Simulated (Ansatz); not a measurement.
## Optical response of Na3AsBr6

Wanted: where Na3AsBr6 starts to absorb, how strongly, and its refractive index.

Method: DFT, PBE, plane-wave PAW, default files, scalar-relativistic, independent-particle optical response without local fields, in Ansatz 0.2.0.

## 1. Starting point

The structure is cubic, space group Fm-3m (No. 225). Conventional cell: a = 11.015 Å, b = 11.015 Å, c = 11.015 Å, α = 90.00°, β = 90.00°, γ = 90.00°. Nearest to Br lie 1 As at 2.65 Å and 1 Na at 2.86 Å. Nearest to As lie 6 Br at 2.65 Å. Nearest to Na lie 6 Br at 2.86 Å. Nearest to Na lie 12 Br at 3.90 Å. Farther neighbours and most contacts between anions are not listed.

## 2. Ground state and bands

First the ground state: is it a metal or has it a gap?

This step: DFT, PBE, plane-wave PAW, default files, scalar-relativistic, ground state (Ansatz 0.2.0).

Contents of input.yaml:

```yaml
crystal:
  lattice:
    - [0.0, 5.50764, 5.50764]
    - [5.50764, 0.0, 5.50764]
    - [5.50764, 5.50764, 0.0]
  atoms:
    - { symbol: Br, position: [0.759626, 0.759626, 0.240374] }
    - { symbol: Br, position: [0.759626, 0.240374, 0.759626] }
    - { symbol: Br, position: [0.240374, 0.759626, 0.240374] }
    - { symbol: Br, position: [0.240374, 0.759626, 0.759626] }
    - { symbol: Br, position: [0.240374, 0.240374, 0.759626] }
    - { symbol: Br, position: [0.759626, 0.240374, 0.240374] }
    - { symbol: As, position: [0.0, 0.0, 0.0] }
    - { symbol: Na, position: [0.5, 0.5, 0.5] }
    - { symbol: Na, position: [0.25, 0.25, 0.25] }
    - { symbol: Na, position: [0.75, 0.75, 0.75] }
kpoints:
  mp_grid: { grid: [4, 4, 4] }
  band_path:
    path:
      - [[0.0, 0.0, 0.0], [0.5, 0.0, 0.5], [0.5, 0.25, 0.75], [0.375, 0.375, 0.75], [0.0, 0.0, 0.0], [0.5, 0.5, 0.5], [0.625, 0.25, 0.625], [0.5, 0.25, 0.75], [0.5, 0.5, 0.5], [0.375, 0.375, 0.75]]
      - [[0.625, 0.25, 0.625], [0.5, 0.0, 0.5]]
    npoints: 6
scf:
  occupations: { method: fermi_dirac, width: 0.05 }
  n_extra_bands: 14
hamiltonian:
  xc: pbe
  pseudopotentials: { kind: paw }
output:
  forces: true
  stress: true
  populations: true
  write_bands: true
```

The run is started by

```bash
$ ansatz run input.yaml --threads 4 --pin off --max-ram 8192MiB --backend cpu --events-out ev --progress --plain --runs-dir out
```

Numbers of over 12 decimals in the logs are rounded to 6 here.

The program printed:

```text
scf.n_extra_bands = 14 over 42 filled bands (N_el = 84.0): the run solves 56 bands
Engine: ansatz 0.2.0, aarch64-unknown-linux-gnu
Pseudopotentials: kind: paw
Pseudopotential: Br, paw, valence charge 7, recommended cutoff 420 eV (normal), Br.paw.azcp
Pseudopotential: As, paw, valence charge 15, recommended cutoff 420 eV (normal), As.paw.azcp
Pseudopotential: Na, paw, valence charge 9, recommended cutoff 420 eV (normal), Na.paw.azcp
Functional definition: PBE
  parameter kappa = 0.804
  parameter beta = 0.066725
  exchange = pbe_x(kappa = kappa, mu = beta*pi^2/3)
  correlation = pbe_c(beta = beta)
Crystal: 10 atoms, lattice volume = 334.139 Å³
Basis set: ecut = 420 eV, 6423 PW (Γ), exchange–correlation on 108×108×108 points (8 copies of the dense FFT grid, shifted against one another)
Bands: 56, of which v1, the nominal top of the filled ones, is band 42 counted from 1 (41 counted from 0)
Symmetry: 48 space group operations
Space group: Fm-3m (ITA 225), of the structure as read, at distance tolerance 6.9e-5 Å
k-points: 8 of 64
Non-local potential: Br, projectors of the file, l = 0: 2, l = 1: 2, l = 2: 2
Non-local potential: As, projectors of the file, l = 0: 2, l = 1: 2, l = 2: 3, l = 3: 1
Non-local potential: Na, projectors of the file, l = 0: 3, l = 1: 2, l = 2: 1
PAW form: soft (Blöchl's): semilocal exchange-correlation on the pseudo side does not see the compensation charge
PAW one-centre angular grid: Br, 110 points (default); XC on 64 Gauss nodes
PAW one-centre angular grid: As, 590 points (default); XC on 64 Gauss nodes
PAW one-centre angular grid: Na, 110 points (default); XC on 64 Gauss nodes
Initial density: superposition of atomic densities (neutral atoms: chi_scale 0, normalization atom), corrected by the library's trained network
Initial wavefunctions: pseudopotential atomic-orbital guess
Functional: x = pbe(κ = 0.804, μ = 0.219515), c = pbe(β = 0.066725)
SCF iter   1: F=—  HF=-26024.141473 eV  |F-HF|=—  |Δ(HF+E_count)|=         —  Δρ=6.43e-4  dr2=3.25e-3  ethr=1.77e-3  ⟨swp⟩=9.6  Hψ=2128  notcnv=0  defer=9
preconditioner: auto → Resta (q_TF=auto, 2.167 Å⁻¹)  ε∞=2.8  [insulator: Δε(μ)=2.490 eV  Ē_g=10.690 eV  σ=0.050 eV  W_gap=1.00  n_scr=58 (ndim 8)  ℏωp=14.4 eV  f_vac=0.163  D(μ)=0.00/eV (n_scr^D=0)  ε∞_Penn≈2.8]
SCF iter   2: F=—  HF=-26024.142060 eV  |F-HF|=—  |Δ(HF+E_count)|=   5.86e-4  Δρ=3.85e-4  dr2=1.12e-3  ethr=3.87e-6  ⟨swp⟩=3.0  Hψ=957  notcnv=0  defer=20
SCF iter   3: F=—  HF=-26024.142155 eV  |F-HF|=—  |Δ(HF+E_count)|=   9.56e-5  Δρ=2.03e-4  dr2=3.22e-4  ethr=1.33e-6  ⟨swp⟩=2.1  Hψ=500  notcnv=0  defer=20
SCF iter   4: F=—  HF=-26024.142232 eV  |F-HF|=—  |Δ(HF+E_count)|=   7.62e-5  Δρ=7.48e-5  dr2=2.61e-5  ethr=3.83e-7  ⟨swp⟩=2.0  Hψ=524  notcnv=0  defer=20
SCF iter   5: F=—  HF=-26024.142117 eV  |F-HF|=—  |Δ(HF+E_count)|=   1.14e-4  Δρ=2.87e-5  dr2=5.77e-6  ethr=3.11e-8  ⟨swp⟩=2.0  Hψ=682  notcnv=0  defer=20
SCF iter   6: F=—  HF=-26024.142117 eV  |F-HF|=—  |Δ(HF+E_count)|=   6.18e-7  Δρ=7.99e-6  dr2=3.05e-7  ethr=6.87e-9  ⟨swp⟩=2.0  Hψ=682  notcnv=0  defer=20
SCF iter   7: F=-26024.142116 eV  HF=-26024.142116 eV  |F-HF|=9.97e-10  |Δ(HF+E_count)|=   9.09e-8  Δρ=1.76e-6  dr2=1.14e-8  ethr=1.19e-10  ⟨swp⟩=13.1  Hψ=2371  notcnv=0
SCF 1 converged in 7 iterations: F = -26024.142116 eV  dr2 = 1.14e-8
  greatest PAW one-centre occupation: 1.000 electrons in one spin orbital (limit 2), on the As atom at site 6 (counted from 0), in its partial waves of l = 2
NSCF: frozen V_eff on 62 k-points
SCF converged after 7 iterations
Free energy (F): -26024.142116 eV
Harris-Foulkes:  -26024.142116 eV  (|F-HF|=9.97e-10)
Internal energy: -26024.142116 eV  (E = F + TS)
E sigma→0 (E₀):  -26024.142116 eV
Fermi energy:    2.621728 eV
--- Per-component energies (eV) ---
  E_band       = -1205.462539
  E_kinetic    = 1260.851500
  E_local      = -8534.711490  (includes V_loc(G=0)·N_el)
  E_nonlocal   = 95.323799
  E_hartree    = 3388.315342
  E_xc         = -1781.713015
  E_vxc        = -848.732968  (∫ρ·V_xc dr)
  E_paw        = -16102.938230  (= ΣΔE_a)
  E_vpaw       = 45.180025  (= ΣTr[D̂ρ^β])
  E_aug_tail   = -0.000132  (compensation charges beyond the density's cutoff)
  E_ewald      = -4349.269891
  E_smearing   = -0.000000  (= −TS)
  E_closure    = -0.000000  (closes the sum)
  Σ components = -26024.142116   (vs F -26024.142116, Δ=0.00e0)
--- Forces (eV/Å), atoms counted from 1 ---
  atom   1  Br    -0.00000000     0.00000000     0.00242174
  atom   2  Br    -0.00000000     0.00242174     0.00000000
  atom   3  Br     0.00000000    -0.00242174    -0.00000000
  atom   4  Br     0.00242174     0.00000000     0.00000000
  atom   5  Br     0.00000000     0.00000000    -0.00242174
  atom   6  Br    -0.00242174    -0.00000000     0.00000000
  atom   7  As     0.00000000     0.00000000     0.00000000
  atom   8  Na     0.00000000    -0.00000000    -0.00000000
  atom   9  Na     0.00000000     0.00000000     0.00000000
  atom  10  Na    -0.00000000     0.00000000    -0.00000000
  max |Σ_I F_I| component: 2.35e-18 eV/Å
--- Stress (GPa, compression-positive) ---
       -0.089180       0.000000      -0.000000
        0.000000      -0.089180       0.000000
       -0.000000       0.000000      -0.089180
  P = ⅓ Tr σ = -0.0892 GPa (-0.892 kbar)
--- Band table (eV; the first three rows and the last of 8) ---
  k-point 0: bands = [... 38 lower, 0.6182, 1.2317, 1.2317, 1.2317, 4.4216, 4.4499, 4.4499, 4.4499, ... 10 higher]
  k-point 1: bands = [... 38 lower, 0.8515, 1.0756, 1.0756, 1.1305, 4.1457, 4.7875, 4.7875, 4.8845, ... 10 higher]
  k-point 2: bands = [... 38 lower, 0.9229, 0.9229, 0.9645, 1.1322, 3.8312, 5.1112, 5.1112, 5.6434, ... 10 higher]
  k-point 7: bands = [... 38 lower, 0.4843, 0.9402, 0.9402, 1.3512, 4.6770, 4.8675, 4.8675, 6.1706, ... 10 higher]
--- Löwdin populations: 10 sites ---
  site symbol       q [e]
     0     Br      7.4152
     1     Br      7.4152
     2     Br      7.4152
     3     Br      7.4152
     4     Br      7.4152
     5     Br      7.4152
     6     As     14.4024
     7     Na      8.3861
     8     Na      8.2319
     9     Na      8.2319
  spilling = 0.003054 (of n_electrons = 84.000000)
```

Run time: 10 s. Hardware: 4 threads of Arm Neoverse V1, shared host; peak memory 1.1 GiB.

This step gave:

- free energy: -26024.1421 eV
- Fermi energy: 2.622 eV
- gap by band count: 2.480 eV
- electrons: 84
- symmetry operations: 48
- pressure: -0.08918 GPa
- gap on the k-mesh: 2.480 eV
- volume: 334.1 Å³
- gap on the path: 2.480 eV
- least direct gap on the path: 2.699 eV

There is a gap, 2.48 eV on the path, so no carriers' term is needed. The cell is left with a pressure of -0.1 GPa, as it stands unrelaxed at this level.

Electronic bands along the path, in eV, zero at the Fermi level; v1 is the highest filled band, c1 the lowest empty one:

```csv
point,v4,v3,v2,v1,c1,c2,c3,c4
Γ,-2.00,-1.39,-1.39,-1.39,1.80,1.83,1.83,1.83
halfway,-1.71,-1.71,-1.62,-1.40,2.00,2.00,2.04,2.41
X,-2.00,-2.00,-1.40,-1.29,2.15,2.15,2.31,3.51
halfway,-2.04,-1.95,-1.48,-1.28,2.10,2.18,2.30,3.52
W,-2.14,-1.68,-1.68,-1.27,2.06,2.25,2.25,3.55
halfway,-2.00,-1.81,-1.57,-1.28,1.97,2.27,2.30,3.52
K,-1.94,-1.89,-1.53,-1.29,1.90,2.28,2.35,3.50
halfway,-1.64,-1.63,-1.62,-1.52,1.63,2.03,2.36,2.46
Γ,-2.00,-1.39,-1.39,-1.39,1.80,1.83,1.83,1.83
halfway,-1.77,-1.55,-1.55,-1.49,1.52,2.17,2.17,2.26
L,-1.70,-1.70,-1.66,-1.49,1.21,2.49,2.49,3.02
halfway,-1.87,-1.74,-1.63,-1.39,1.49,2.39,2.46,3.19
U,-1.94,-1.89,-1.53,-1.29,1.90,2.28,2.35,3.50
halfway,-2.00,-1.81,-1.57,-1.28,1.97,2.27,2.30,3.52
W,-2.14,-1.68,-1.68,-1.27,2.06,2.25,2.25,3.55
halfway,-1.93,-1.68,-1.67,-1.36,1.57,2.37,2.44,3.24
L,-1.70,-1.70,-1.66,-1.49,1.21,2.49,2.49,3.02
halfway,-1.87,-1.74,-1.63,-1.39,1.49,2.39,2.46,3.19
K,-1.94,-1.89,-1.53,-1.29,1.90,2.28,2.35,3.50
jump to U,-1.94,-1.89,-1.53,-1.29,1.90,2.28,2.35,3.50
halfway,-2.04,-1.99,-1.44,-1.28,2.07,2.21,2.30,3.52
X,-2.00,-2.00,-1.40,-1.29,2.15,2.15,2.31,3.51
```

## 3. Spectrum

With the density converged, the vertical transitions are summed over the zone.

This step: DFT, PBE, plane-wave PAW, default files, scalar-relativistic, independent-particle optical response without local fields (Ansatz 0.2.0).

input.yaml, the sections that differ from step 2:

```yaml
kpoints:
  mp_grid: { grid: [4, 4, 4] }
scf:
  occupations: { method: fixed }
output:
  optics:
    e_range: [0, 14]
    de: 0.05
    sigma: 0.15
    nscf_kmesh: { grid: [4, 4, 4] }
    bands: { spectra_wanted_up_to: 14 }
# crystal, hamiltonian: as in step 2
```

The program printed:

```text
[...]
Crystal: 10 atoms, lattice volume = 334.139 Å³
Basis set: ecut = 420 eV, 6423 PW (Γ)
Bands: 52, of which v1, the nominal top of the filled ones, is band 42 counted from 1 (41 counted from 0)
Symmetry: 48 space group operations
[...]
k-points: 8 of 64
[...]
SCF iter   1: F=—  HF=-26024.143307 eV  |F-HF|=—  |Δ(HF+E_count)|=         —  Δρ=6.46e-4  dr2=3.26e-3  ethr=1.77e-3  ⟨swp⟩=5.4  Hψ=1447  notcnv=0  defer=55
[...]
SCF iter  10: F=-26024.142378 eV  HF=-26024.142378 eV  |F-HF|=1.82e-11  |Δ(HF+E_count)|=  5.09e-11  Δρ=6.64e-8  dr2=7.41e-12  ethr=1.00e-12  ⟨swp⟩=15.6  Hψ=2267  notcnv=0
SCF 1 converged in 10 iterations: F = -26024.142378 eV  dr2 = 7.41e-12
[...]
NSCF: frozen V_eff on 8 k-points
[...]
output.optics: what the bands over the 127 summed would add to eps1, eps2 and the energy-loss function is held between a lower and an upper bound (7 Lanczos steps). eps1, eps2 and their loss function (loss_summed_bands) are given on every row as the summed bands alone make them. Along an axis, on a row where the two bounds hold the loss function to about 1 % of the greater of itself and 0.5 % of |1/eps|, its cell (loss_completed) is given, with the completed eps1 and eps2 that it is formed of (a cell that is left empty reads nan in the table and null in the record). The two bounds hold it so along every axis on all 281 rows up to 14.000 eV. [rest of the remark cut]
SCF converged after 10 iterations
Free energy (F): -26024.142378 eV
[...]
Internal energy: -26024.142378 eV  (E = F + TS)
E sigma→0 (E₀):  -26024.142378 eV
Fermi energy:    1.351213 eV
[...]
--- Band table (eV; the first three rows and the last of 8) ---
  k-point 0: bands = [... 38 lower, 0.6182, 1.2317, 1.2317, 1.2317, 4.4215, 4.4500, 4.4500, 4.4500, ... 6 higher]
  k-point 1: bands = [... 38 lower, 0.8515, 1.0756, 1.0756, 1.1306, 4.1458, 4.7875, 4.7875, 4.8844, ... 6 higher]
  k-point 2: bands = [... 38 lower, 0.9229, 0.9229, 0.9645, 1.1323, 3.8313, 5.1113, 5.1113, 5.6433, ... 6 higher]
  k-point 7: bands = [... 38 lower, 0.4843, 0.9402, 0.9402, 1.3512, 4.6771, 4.8676, 4.8676, 6.1705, ... 6 higher]
```

It took 48 s on 4 threads; peak memory 1.6 GiB; 3 min of CPU time.

Numbers from this step:

| Property | Result |
| --- | --- |
| electronic dielectric constant ε∞, mean over x, y and z (by symmetry where fewer were run) | 4.531 |
| absorption onset, first axis (α over 10⁴ cm⁻¹, or the direct gap if that lies higher) | 2.699 eV |
| main peak of Im epsilon, first axis | 4.545 eV |
| photocurrent from vertical transitions in a film 500 nm thick on a perfect mirror (two passes), AM1.5G, no front reflection, all carriers collected | 3.994 mA/cm² |
| least direct gap on the mesh | 2.699 eV |
| bands summed | 127 |
| spectra valid up to | 21.42 eV |
| program's estimate of the k-sum error in Im epsilon | 0.11 % |
| electrons in the f-sum | 49.13 |

The Im ε, any direction has structure finer than the step of the table below, so its rows give means over 0.25 eV, whole bins alone (the curve runs from 0 to 14 eV). Peaks (eV: height): 3.650: 6.15, 4.550: 6.70, 8.400: 3.93.

Im ε, any direction against photon energy; means over each step:

photon energy (eV), Im ε, any direction and a bar:
```
     2.25       0.00 
     2.50       0.07 
     2.75       1.15 #####
     3.00       3.82 ##################
     3.25       4.59 #####################
     3.50       5.11 #######################
     3.75       5.57 ##########################
     4.00       4.56 #####################
     4.25       5.51 #########################
     4.50       6.52 ##############################
     4.75       5.74 ##########################
     5.00       4.25 ####################
     5.25       3.46 ################
     5.50       2.58 ############
     5.75       1.13 #####
     6.00       0.96 ####
     6.25       1.60 #######
     6.50       1.48 #######
     6.75       1.88 #########
     7.00       1.91 #########
     7.25       1.97 #########
     7.50       2.46 ###########
     7.75       3.05 ##############
     8.00       3.38 ################
     8.25       3.82 ##################
     8.50       3.86 ##################
     8.75       3.61 #################
     9.00       3.08 ##############
     9.25       2.71 ############
     9.50       2.47 ###########
     9.75       2.41 ###########
    10.00       2.65 ############
    10.25       2.82 #############
    10.50       2.23 ##########
    10.75       1.59 #######
    11.00       1.63 #######
    11.25       1.79 ########
    11.50       1.95 #########
    11.75       1.94 #########
    12.00       1.91 #########
    12.25       2.19 ##########
    12.50       1.98 #########
    12.75       1.50 #######
    13.00       1.33 ######
    13.25       1.31 ######
    13.50       1.10 #####
    13.75       1.05 #####
```

Table of Re ε, any direction by photon energy:

photon energy (eV), Re ε, any direction and a bar from the least value:
```
      0.0       4.53 #################
      0.5       4.57 #################
      1.0       4.70 ##################
      1.5       4.97 ##################
      2.0       5.46 ####################
      2.5       6.72 ########################
      3.0       8.40 ##############################
      3.5       6.51 ########################
      4.0       3.92 ###############
      4.5       2.73 ###########
      5.0       0.04 ##
      5.5      -0.42 
      6.0       1.65 #######
      6.5       2.08 #########
      7.0       2.28 #########
      7.5       2.94 ############
      8.0       2.48 ##########
      8.5       1.21 ######
      9.0       0.37 ###
      9.5       0.53 ###
     10.0       0.68 ####
     10.5      -0.50 
     11.0       0.34 ###
     11.5       0.45 ###
     12.0       0.32 ###
     12.5      -0.48 
     13.0      -0.23 #
     13.5      -0.27 #
     14.0      -0.20 #
```

The reflectivity at normal incidence, any direction by photon energy; read off at these points:

```csv
photon energy (eV),"reflectivity at normal incidence, any direction (%)"
0.000,13.0
0.250,13.0
0.500,13.2
0.750,13.3
1.000,13.6
1.250,14.0
1.500,14.5
1.750,15.1
2.000,16.1
2.250,17.4
2.500,19.6
2.750,23.7
3.000,26.7
3.050,26.8
3.250,24.4
3.500,26.0
3.600,27.5
3.750,25.6
4.000,21.7
4.250,25.5
4.500,29.5
4.700,31.6
4.750,31.5
5.000,28.3
5.250,25.2
5.500,26.7
5.750,12.5
6.000,4.01
6.250,8.81
6.500,7.19
6.750,10.5
7.000,10.2
7.250,10.8
7.500,13.4
7.750,16.1
8.000,17.4
8.250,20.0
8.500,21.8
8.750,23.2
9.000,21.6
9.250,21.3
9.500,17.5
9.750,17.2
10.000,17.7
10.250,22.6
10.500,27.0
10.750,18.4
11.000,14.1
11.250,13.8
11.500,15.2
11.750,17.4
12.000,15.9
12.250,19.2
12.500,26.5
12.600,27.2
12.750,26.8
13.000,22.2
13.250,23.7
13.500,23.8
13.750,22.0
14.000,23.2
```

Values under 1 per cm are given as 1. The absorption coefficient, any direction by photon energy:

```csv
photon energy (eV),"absorption coefficient, any direction (1/cm)"
0.000,1
0.500,1
1.000,1
1.500,1
2.000,1
2.500,1278
3.000,2.0e5
3.500,3.3e5
4.000,4.0e5
4.500,6.8e5
5.000,7.3e5
5.500,6.9e5
6.000,2.1e5
6.500,3.0e5
7.000,4.2e5
7.500,5.0e5
8.000,7.5e5
8.500,1.0e6
9.000,1.1e6
9.500,9.6e5
10.000,1.0e6
10.500,1.3e6
11.000,9.0e5
11.500,1.0e6
12.000,1.1e6
12.500,1.4e6
13.000,1.2e6
13.500,1.1e6
14.000,1.1e6
```

The loss function −Im 1/ε at q → 0, any direction has structure finer than the step of the table below, so its rows give means over 0.5 eV, whole bins alone (the curve runs from 0 to 14 eV). Peaks (eV: height): 5.75: 0.923, 10.75: 0.648.

Table of loss function −Im 1/ε at q → 0, any direction by energy loss; means over each step:

```
energy loss (eV)  loss function −Im 1/ε at q → 0, any direction
             2.0                                              0
             2.5                                        0.00297
             3.0                                         0.0473
             3.5                                         0.0865
             4.0                                          0.122
             4.5                                          0.134
             5.0                                          0.236
             5.5                                          0.453
             6.0                                          0.390
             6.5                                          0.230
             7.0                                          0.209
             7.5                                          0.174
             8.0                                          0.195
             8.5                                          0.235
             9.0                                          0.318
             9.5                                          0.390
            10.0                                          0.364
            10.5                                          0.461
            11.0                                          0.587
            11.5                                          0.495
            12.0                                          0.502
            12.5                                          0.495
            13.0                                          0.705
            13.5                                          0.843
```

From ε follow the optical constants at some laser and lamp lines:

```
wavelength (nm)     n      k  R (%)        1/α
            800  2.24  0.000   14.6  over 1 mm
            633  2.33  0.000   15.9  over 1 mm
            450  2.89  0.188   23.8     190 nm
            405  2.90  0.784   26.8      41 nm
            365  2.61  0.798   23.7      36 nm
            248  1.46  1.445   28.3      14 nm
            193  1.45  0.511    7.4      30 nm
```

Rows near the edge hang on the gap, which this functional as a rule makes too small, and phonon-assisted absorption is left out.

A film 1 µm thick would pass 68 % of daylight and look yellow in transmission (x = 0.414, y = 0.499). A larger true gap would move the edge to shorter wavelengths and change the colour.

The f-sum over the summed bands holds 49.1 of the cell's 84 electrons outside the frozen cores, 46 of which lie in bands more than 12 eV below the Fermi level, whose transitions come at higher energies. Up to 14 eV the strength has a mean oscillator energy of 6.6 eV, well above the main peak, so higher transitions carry much of it.

[end of part 1 of 2]

[Logs are printed without paths, hosts, clocks, repeated set-up lines and the standing remarks that a program may print on its own settings, such as how far it seeks lower states.]

[Hosts, paths, dates, database ids (printed as entryN), source tags and the programs' standing remarks are cut or masked in the printed files.]
